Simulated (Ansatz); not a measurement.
# RbAlZn2Cl2O3: complex band structure, part 2 of 3

Wanted: the relaxed cell of RbAlZn2Cl2O3, its band edges and its decay constants. It is built by putting Rb for K, Al for B in the KZn2BCl2O3 structure of space group R32, with the volume rescaled by atomic radii. The parent structure comes from the Materials Project.

Ansatz 0.2.0; PBE DFT, plane waves, PAW files (the session's first sound run).

So far. Step 2 (Relaxing the new crystal): The largest force component on a free atom ends at 0.0034 eV/Å.

The structure was built from a prototype and need not be the compound's stable phase.

### Step 3. Band edges

The energy window and the wavevectors of the next steps follow from the band edges, so these are searched first, off the mesh as well.

Contents of input.yaml:

```yaml
crystal:
  lattice:
    - [2.707998211, 1.5634634961, 8.757317196]
    - [-2.707998211, 1.5634634961, 8.757317196]
    - [0.0, -3.1269269922, 8.757317196]
  atoms:
    - { symbol: Rb, position: [0.5, 0.5, 0.5] }
    - { symbol: Zn, position: [0.3082575851, 0.3082575851, 0.3082575851] }
    - { symbol: Zn, position: [0.6917424149, 0.6917424149, 0.6917424149] }
    - { symbol: Al, position: [0.0, 0.0, 0.0] }
    - { symbol: Cl, position: [0.2204984704, 0.2204984704, 0.2204984704] }
    - { symbol: Cl, position: [0.7795015296, 0.7795015296, 0.7795015296] }
    - { symbol: O, position: [0.6846737938, 0.0, 0.3153262062] }
    - { symbol: O, position: [0.0, 0.3153262062, 0.6846737938] }
    - { symbol: O, position: [0.3153262062, 0.6846737938, 0.0] }
kpoints:
  mp_grid: { grid: [6, 6, 6] }
  band_path: { path: [VBM, CBM], npoints: 30 }
scf:
  occupations: { method: fixed }
hamiltonian:
  xc: pbe
output:
  eigenvalues: true
  write_potential: true
  write_density: true
  volumetric_format: npy
```

The run is started by

```sh
$ ansatz run input.yaml --threads 2 --pin off --max-ram 4096MiB --backend cpu --events-out ev --progress --plain --runs-dir out
```

Numbers of over 12 decimals in the logs are rounded to 6 here.

What it wrote:

```text
[...]
Crystal: 9 atoms, lattice volume = 222.463 Å³
Basis set: ecut = 420 eV, 4283 PW (Γ), FFT grids on a1−a2, a2, −a2+a3
Bands: 43, of which v1, the nominal top of the filled ones, is band 34 counted from 1 (33 counted from 0)
Symmetry: 6 space group operations
[...]
k-points: 32 of 216 (time reversal used)
[...]
SCF iter   1: F=—  HF=-14313.115839 eV  |F-HF|=—  |Δ(HF+E_count)|=         —  Δρ=1.29e-3  dr2=1.51e-2  ethr=1.77e-3  ⟨swp⟩=4.9  Hψ=5256  notcnv=0  defer=212
[...]
SCF iter   8: F=-14313.112154 eV  HF=-14313.112154 eV  |F-HF|=3.55e-8  |Δ(HF+E_count)|=   1.24e-7  Δρ=2.82e-6  dr2=1.51e-8  ethr=1.47e-10  ⟨swp⟩=11.3  Hψ=7090  notcnv=0
SCF 1 converged in 8 iterations: F = -14313.112154 eV  dr2 = 1.51e-8
[...]
NSCF: frozen V_eff on 32 k-points
[...]
SCF converged after 8 iterations
Free energy (F): -14313.112154 eV
[...]
Internal energy: -14313.112154 eV  (E = F + TS)
E sigma→0 (E₀):  -14313.112154 eV
Fermi energy:    0.764034 eV
[...]
--- Band table (eV; the first three rows and the last of 32) ---
  k-point 0: bands = [... 30 lower, 0.4313, 0.6404, 0.7361, 0.7361, 4.0601, 7.0980, 7.2683, 8.7963, ... 5 higher]
  k-point 1: bands = [... 30 lower, 0.3610, 0.4893, 0.6767, 0.6947, 4.4733, 7.0819, 7.5358, 8.4788, ... 5 higher]
  k-point 2: bands = [... 30 lower, 0.2622, 0.3894, 0.6180, 0.6829, 5.3616, 7.0946, 7.7078, 7.9345, ... 5 higher]
  k-point 31: bands = [... 30 lower, 0.4443, 0.4443, 0.6873, 0.6873, 4.4535, 6.1452, 7.8297, 8.3167, ... 5 higher]
```

It took 16 s on 2 threads of AMD EPYC 9R45, shared host; peak memory 0.64 GiB.

The column dr2 measures how far the density is from self-consistency, as an energy; F and HF (Harris–Foulkes) agree once it is small.

This step gave:

* free energy: -14313.1122 eV
* Fermi energy: 0.7640 eV
* gap on the k-mesh: 3.296 eV
* gap on path: 3.296 eV, by band count; negative where bands overlap
* direct gap on path: 3.324 eV
* edge places on path: 0, 0.7734 1/A along the path

Electronic bands along the path, in eV, zero at the Fermi level (highest filled level under fixed occupations); v1 is the highest filled band, c1 the lowest empty one:

```csv
point,v4,v3,v2,v1,c1,c2,c3,c4
VBM,-0.42,-0.14,-0.11,0.00,5.59,6.31,6.36,6.64
halfway,-0.51,-0.35,-0.13,-0.04,4.32,6.35,7.15,7.35
CBM,-0.33,-0.12,-0.03,-0.03,3.30,6.33,6.50,8.03
```

The searched edges give 3.30 eV, as on the mesh.

### Step 4. Complex bands

This step: PBE DFT, plane waves, PAW files; complex bands by layer matching along the plane's normal (Ansatz 0.2.0).

The same crystal is laid in a cell whose first two vectors span the (001) plane (indices of the standard conventional cell, whose axes can be ordered otherwise than in the bulk input). At fixed energy and wavevector in the plane the solver finds all kz, real and complex. A few wavevectors are listed, (0, 0), (-0.3333, 0.3333) and (0.5, 0) in units of the plane's reciprocal vectors; the slowest state needn't be among them.

Contents of input.yaml:

```yaml
crystal:
  lattice:
    - [5.415996422, 0.0, 0.0]
    - [2.707998211, 4.690390488, 0.0]
    - [2.707998211, 1.563463496, 8.757317196]
  atoms:
    - { symbol: Rb, position: [0.5, 0.5, 0.5] }
    - { symbol: Zn, position: [0.6917424149, 0.6917424149, 0.9247727553] }
    - { symbol: Zn, position: [0.3082575851, 0.3082575851, 0.0752272447] }
    - { symbol: Al, position: [0.0, 0.0, 0.0] }
    - { symbol: Cl, position: [0.7795015296, 0.7795015296, 0.6614954112] }
    - { symbol: Cl, position: [0.2204984704, 0.2204984704, 0.3385045888] }
    - { symbol: O, position: [0.0, 0.6846737938, 0.0] }
    - { symbol: O, position: [0.6846737938, 0.3153262062, 0.0] }
    - { symbol: O, position: [0.3153262062, 0.0, 0.0] }
kpoints:
  mp_grid: { grid: [6, 6, 6] }
scf:
  occupations: { method: fixed }
hamiltonian:
  xc: pbe
output:
  eigenvalues: true
  transmission:
    leads: [[0, 0]]
    kpoints: [[0.0, 0.0], [-0.3333, 0.3333], [0.5, 0.0]]
    e_range: [-1.0, 4.3]
    de: 0.13
```

What it wrote:

```text
[...]
Crystal: 9 atoms, lattice volume = 222.463 Å³
Basis set: ecut = 420 eV, 4283 PW (Γ)
Bands: 43, of which v1, the nominal top of the filled ones, is band 34 counted from 1 (33 counted from 0)
Symmetry: 6 space group operations
[...]
k-points: 32 of 216 (time reversal used)
[...]
SCF iter   1: F=—  HF=-14313.115821 eV  |F-HF|=—  |Δ(HF+E_count)|=         —  Δρ=1.29e-3  dr2=1.51e-2  ethr=1.77e-3  ⟨swp⟩=4.9  Hψ=5259  notcnv=0  defer=212
[...]
SCF iter   8: F=-14313.112154 eV  HF=-14313.112154 eV  |F-HF|=3.82e-8  |Δ(HF+E_count)|=   1.11e-7  Δρ=2.83e-6  dr2=1.56e-8  ethr=1.47e-10  ⟨swp⟩=11.4  Hψ=7084  notcnv=0
SCF 1 converged in 8 iterations: F = -14313.112154 eV  dr2 = 1.56e-8
[...]
transmission: 13 of 39 steps passed
transmission: 26 of 39 steps passed
transmission: 39 of 39 steps passed
SCF converged after 8 iterations
Free energy (F): -14313.112154 eV
[...]
Internal energy: -14313.112154 eV  (E = F + TS)
E sigma→0 (E₀):  -14313.112154 eV
Fermi energy:    0.764032 eV
[...]
--- Band table (eV; the first three rows and the last of 32) ---
  k-point 0: bands = [... 30 lower, 0.4312, 0.6404, 0.7361, 0.7361, 4.0601, 7.0980, 7.2683, 8.7963, ... 5 higher]
  k-point 1: bands = [... 30 lower, 0.4587, 0.5825, 0.7192, 0.7321, 4.1455, 6.7566, 7.4843, 8.6765, ... 5 higher]
  k-point 2: bands = [... 30 lower, 0.4547, 0.4713, 0.6957, 0.7079, 4.3389, 6.3386, 7.7003, 8.4671, ... 5 higher]
  k-point 31: bands = [... 30 lower, 0.3463, 0.6158, 0.6667, 0.7623, 6.3514, 7.0406, 7.1936, 7.3503, ... 5 higher]
--- Transmission ---
  basis      : 223 plane waves across, 13 finite elements along
  points     : 3, as listed
  energies   : 41 from -1.000000 to 4.200000 eV about the Fermi level, 0.130000 eV apart; the leads are filled to 1.648011 eV, and channels, transmission and decay are at 1.600000 eV
  crystal 0  : Zn2Al1O3Cl2Rb1, at the sites [0, 0], period 8.7573 Å: whole cells are its period
    offset         : up to 0.0000 Å between an atom of the period and one for which it stands
    channels       : 0.000000e0 a spin
    conductance    : none, the energies end too early or step too widely for 300 K: set another output.transmission.e_range or a lower de, or, where they end at an eighth of basis.ecutwfc, a higher one
    slowest decay  : 0.3570 /Å at (0.0000, 0.0000)
```

It took 25 s on 2 threads; peak memory 0.9 GiB; 40 s of CPU time.

Numbers from this step:

- level to which the leads are filled: 1.648 eV from the Fermi level
- decay constant at the filling level, zone centre: 0.357 Å⁻¹
- decay constant at the filling level, slowest listed point: 0.357 Å⁻¹

K parallel (0, 0); values up to 1.5 1/Å, a degenerate pair printed once or twice; energies at which all values exceed this have no row. Table of Im kz of the slowest decaying states by energy, zero at the highest filled level on the SCF mesh:

```csv
energy (eV),decay 1 (Å⁻¹),decay 2 (Å⁻¹),decay 3 (Å⁻¹),decay 4 (Å⁻¹)
-1.00,0.144,0.275,0.861,1.01
-0.74,0.169,0.862,0.942,-
-0.48,0.114,0.846,0.861,-
-0.22,0.185,0.811,0.859,-
0.04,0.180,0.254,0.855,0.918
0.30,0.264,0.460,0.851,0.971
0.56,0.309,0.552,0.845,0.992
0.82,0.336,0.611,0.839,0.999
1.08,0.352,0.654,0.831,1.00
1.34,0.358,0.687,0.823,0.998
1.60,0.357,0.713,0.815,0.993
1.86,0.349,0.734,0.805,0.987
2.12,0.333,0.750,0.795,0.978
2.38,0.309,0.764,0.785,0.969
2.64,0.276,0.773,0.774,0.958
2.90,0.226,0.761,0.782,0.945
3.16,0.141,0.748,0.788,0.932
3.42,0.734,0.792,0.917,-
3.68,0.718,0.794,0.901,-
3.94,0.139,0.702,0.795,0.884
4.20,0.171,0.685,0.794,0.865
```

K parallel (-0.3333, 0.3333); values up to 1.5 1/Å, a degenerate pair printed once or twice; energies at which all values exceed this have no row. The Im kz of the slowest decaying states by energy, zero at the highest filled level on the SCF mesh:

```csv
energy (eV),decay 1 (Å⁻¹),decay 2 (Å⁻¹),decay 3 (Å⁻¹),decay 4 (Å⁻¹)
-1.00,0.221,0.221,0.973,0.973
-0.61,0.0995,0.0996,0.949,0.950
-0.22,0.174,0.174,1.08,1.08
0.04,0.202,0.202,1.13,1.13
0.17,0.321,1.13,1.13,1.14
0.43,0.436,0.436,1.07,1.07
0.82,0.535,0.535,1.04,1.04
1.21,0.601,0.601,1.02,1.02
1.60,0.652,1.00,1.00,1.22
1.99,0.700,0.700,1.03,1.03
2.38,0.771,0.771,0.860,0.860
2.77,0.743,0.743,0.841,0.841
3.03,0.722,0.722,0.832,0.832
3.42,0.703,0.703,0.802,0.802
3.81,0.688,0.688,0.761,0.761
4.20,0.683,0.683,0.702,0.702
```

K parallel (0.5, 0); values up to 1.5 1/Å, a degenerate pair printed once or twice; energies at which all values exceed this have no row. The Im kz of the slowest decaying states by energy, zero at the highest filled level on the SCF mesh:

```csv
energy (eV),decay 1 (Å⁻¹),decay 2 (Å⁻¹),decay 3 (Å⁻¹),decay 4 (Å⁻¹)
-1.00,0.122,0.352,0.380,0.810
-0.74,0.169,0.469,0.684,0.818
-0.48,0.0841,0.269,0.506,0.858
-0.22,0.210,0.777,0.878,0.999
0.04,0.199,0.439,0.867,0.874
0.30,0.363,0.558,0.864,0.910
0.56,0.445,0.626,0.853,0.933
0.82,0.502,0.672,0.840,0.945
1.08,0.546,0.706,0.827,0.952
1.34,0.579,0.731,0.813,0.956
1.60,0.606,0.750,0.798,0.958
1.86,0.626,0.764,0.783,0.961
2.12,0.642,0.768,0.773,0.966
2.38,0.652,0.752,0.779,0.975
2.64,0.658,0.736,0.782,0.994
2.90,0.659,0.719,0.782,1.06
3.16,0.655,0.702,0.781,1.05
3.42,0.646,0.683,0.778,1.03
3.68,0.632,0.664,0.775,1.01
3.94,0.612,0.643,0.771,0.981
4.20,0.584,0.621,0.766,0.952
```

At the listed wavevectors the last open channel is at -0.09 eV and the next at +3.42 eV on the grid. At +1.60 eV, the grid energy nearest the filling level (the middle of the gap on the SCF mesh), the slowest state at the listed wavevectors decays with κ = 0.357 Å⁻¹, its amplitude falling by e over 2.8 Å. Through 1 nm of this crystal that state's transmission falls by exp(−2 × 0.357 Å⁻¹ × 10 Å) = 7.9e-4.

### Step 5. Decay over the two-dimensional zone

The listed points could miss the slowest state, so one energy near mid-gap is solved on a mesh of 10×10.

input.yaml, as its differences from that of step 4:

```diff
@@ -23,6 +23,2 @@
   eigenvalues: true
-  transmission:
-    leads: [[0, 0]]
-    kpoints: [[0.0, 0.0], [-0.3333, 0.3333], [0.5, 0.0]]
-    e_range: [-1.0, 4.3]
-    de: 0.13
+  transmission: { leads: [[0, 0]], kmesh: [10, 10], e_range: [1.65, 1.66], de: 0.05 }
```

What it wrote:

```text
[...]
Crystal: 9 atoms, lattice volume = 222.463 Å³
Basis set: ecut = 420 eV, 4283 PW (Γ)
Bands: 43, of which v1, the nominal top of the filled ones, is band 34 counted from 1 (33 counted from 0)
Symmetry: 6 space group operations
[...]
k-points: 32 of 216 (time reversal used)
[...]
SCF iter   1: F=—  HF=-14313.115821 eV  |F-HF|=—  |Δ(HF+E_count)|=         —  Δρ=1.29e-3  dr2=1.51e-2  ethr=1.77e-3  ⟨swp⟩=4.9  Hψ=5259  notcnv=0  defer=212
[...]
SCF iter   8: F=-14313.112154 eV  HF=-14313.112154 eV  |F-HF|=3.82e-8  |Δ(HF+E_count)|=   1.11e-7  Δρ=2.83e-6  dr2=1.56e-8  ethr=1.47e-10  ⟨swp⟩=11.4  Hψ=7084  notcnv=0
SCF 1 converged in 8 iterations: F = -14313.112154 eV  dr2 = 1.56e-8
[...]
transmission: 36 of 216 steps passed
transmission: 72 of 216 steps passed
[...]
transmission: 216 of 216 steps passed
SCF converged after 8 iterations
Free energy (F): -14313.112154 eV
[...]
Internal energy: -14313.112154 eV  (E = F + TS)
E sigma→0 (E₀):  -14313.112154 eV
Fermi energy:    0.764032 eV
[...]
--- Band table (eV; the first three rows and the last of 32) ---
  k-point 0: bands = [... 30 lower, 0.4312, 0.6404, 0.7361, 0.7361, 4.0601, 7.0980, 7.2683, 8.7963, ... 5 higher]
  k-point 1: bands = [... 30 lower, 0.4587, 0.5825, 0.7192, 0.7321, 4.1455, 6.7566, 7.4843, 8.6765, ... 5 higher]
  k-point 2: bands = [... 30 lower, 0.4547, 0.4713, 0.6957, 0.7079, 4.3389, 6.3386, 7.7003, 8.4671, ... 5 higher]
  k-point 31: bands = [... 30 lower, 0.3463, 0.6158, 0.6667, 0.7623, 6.3514, 7.0406, 7.1936, 7.3503, ... 5 higher]
--- Transmission ---
  basis      : 223 plane waves across, 12 finite elements along
  points     : 18, standing for a mesh of 10 x 10
  energies   : 1 from 1.650000 to 1.650000 eV about the Fermi level; the leads are filled to 1.648011 eV, and channels, transmission and decay are at 1.650000 eV
[...]
channels       : 0.000000e0 a spin
    conductance    : none, crystal 0 has no channel at the energies, or these end too early or step too widely for 300 K: set another output.transmission.e_range or a lower de, or, where they end at an eighth of basis.ecutwfc, a higher one
    slowest decay  : 0.3559 /Å at (0.0000, 0.0000)
```

Wall time 15 s (2 threads); peak memory 0.99 GiB; 29 s of CPU time.

This step gave:

* least decay constant on the mesh: 0.3559 Å⁻¹

Slowest decay constant (1/Å; 0 where a channel is open) over k1 and k2. At 1.6500 eV from the Fermi level.

Ten even steps from '_' (0.356) to '@' (0.658):
```
%%@@@@@@%%%%@@@@@@%%
@@@@@@@@@@##****##@@
@@@@@@@@**--::--**@@
%%%%@@**::____::**@@
%%%%##--______--##%%
%%@@**::____::**@@%%
@@@@**--::--**@@@@@@
@@@@##****##@@@@@@@@
%%%%@@@@@@%%%%@@@@@@
%%%%@@@@%%%%%%@@@@%%
```
Columns: k1 (b1) from -0.5 to 0.4; rows upwards: k2 (b2) from -0.5 to 0.4.

The least value on the mesh is 0.356 Å⁻¹ at +1.65 eV. At that energy the listed points give about 0.356 Å⁻¹ by interpolation, so the mesh holds no clearly slower state.

### Step 6. Band edges at another level

This step: PBEsol DFT, plane waves, PAW files (Ansatz 0.2.0).

The edges again with PBEsol, at the same atoms.

Contents of input.yaml:

```yaml
crystal:
  lattice:
    - [2.707998211, 1.5634634961, 8.757317196]
    - [-2.707998211, 1.5634634961, 8.757317196]
    - [0.0, -3.1269269922, 8.757317196]
  atoms:
    - { symbol: Rb, position: [0.5, 0.5, 0.5] }
    - { symbol: Zn, position: [0.3082575851, 0.3082575851, 0.3082575851] }
    - { symbol: Zn, position: [0.6917424149, 0.6917424149, 0.6917424149] }
    - { symbol: Al, position: [0.0, 0.0, 0.0] }
    - { symbol: Cl, position: [0.2204984704, 0.2204984704, 0.2204984704] }
    - { symbol: Cl, position: [0.7795015296, 0.7795015296, 0.7795015296] }
    - { symbol: O, position: [0.6846737938, 0.0, 0.3153262062] }
    - { symbol: O, position: [0.0, 0.3153262062, 0.6846737938] }
    - { symbol: O, position: [0.3153262062, 0.6846737938, 0.0] }
kpoints:
  mp_grid: { grid: [6, 6, 6] }
  band_path: { path: [VBM, CBM], npoints: 30 }
scf:
  occupations: { method: fixed }
hamiltonian:
  xc: pbesol
output:
  eigenvalues: true
```

What it wrote:

```text
[...]
Crystal: 9 atoms, lattice volume = 222.463 Å³
Basis set: ecut = 420 eV, 4283 PW (Γ), FFT grids on a1−a3, a2−a3, a3
Bands: 43, of which v1, the nominal top of the filled ones, is band 34 counted from 1 (33 counted from 0)
Symmetry: 6 space group operations
[...]
k-points: 32 of 216 (time reversal used)
[...]
SCF iter   1: F=—  HF=-14115.987430 eV  |F-HF|=—  |Δ(HF+E_count)|=         —  Δρ=7.81e-3  dr2=1.27e-1  ethr=1.77e-3  ⟨swp⟩=4.8  Hψ=5257  notcnv=0  defer=212
[...]
SCF iter   8: F=-14115.956388 eV  HF=-14115.956388 eV  |F-HF|=1.48e-7  |Δ(HF+E_count)|=   1.90e-6  Δρ=3.99e-6  dr2=4.84e-8  ethr=1.47e-10  ⟨swp⟩=13.4  Hψ=6896  notcnv=0
SCF 1 converged in 8 iterations: F = -14115.956388 eV  dr2 = 4.84e-8
[...]
SCF converged after 8 iterations
Free energy (F): -14115.956388 eV
[...]
Internal energy: -14115.956388 eV  (E = F + TS)
E sigma→0 (E₀):  -14115.956388 eV
Fermi energy:    0.670776 eV
[...]
--- Band table (eV; the first three rows and the last of 32) ---
  k-point 0: bands = [... 30 lower, 0.3385, 0.5498, 0.6348, 0.6348, 3.8950, 6.9669, 7.1274, 8.6610, ... 5 higher]
  k-point 1: bands = [... 30 lower, 0.2566, 0.3952, 0.5856, 0.5935, 4.3128, 6.9486, 7.3953, 8.3242, ... 5 higher]
  k-point 2: bands = [... 30 lower, 0.1783, 0.2931, 0.5196, 0.5870, 5.2049, 6.9556, 7.5576, 7.7836, ... 5 higher]
  k-point 31: bands = [... 30 lower, 0.3686, 0.3686, 0.5773, 0.5773, 4.2867, 6.0163, 7.7003, 8.1508, ... 5 higher]
```

Wall time 14 s (2 threads); peak memory 0.63 GiB.

Numbers from this step:

```
free energy         : -14115.9564 eV
Fermi energy        : 0.6708 eV
gap on the k-mesh   : 3.224 eV
gap on path         : 3.224 eV, by band count; negative where bands overlap
direct gap on path  : 3.260 eV
edge places on path : 0, 0.7112 1/A along the path
```

The electronic bands at the labelled points (eV, zero at the Fermi level (highest filled level under fixed occupations); v1 is the highest filled band, c1 the lowest empty one):

```csv
point,v4,v3,v2,v1,c1,c2,c3,c4
VBM,-0.48,-0.18,-0.13,0.00,5.32,5.99,6.53,6.80
halfway,-0.43,-0.34,-0.12,-0.04,4.11,6.19,6.89,7.21
CBM,-0.33,-0.12,-0.04,-0.04,3.22,6.30,6.46,7.99
```

The searched edges give 3.22 eV, as on the mesh.

Between step 3 and this run (PBEsol) the value for the gap on path moves from 3.30 eV to 3.22 eV.

(Continued in part 3 of 3.)

[Logs are printed without paths, hosts, clocks, repeated set-up lines and the standing remarks that a program may print on its own settings, such as how far it seeks lower states.]

[Hosts, paths, dates, database ids (printed as entryN), source tags and the programs' standing remarks are cut or masked in the printed files.]
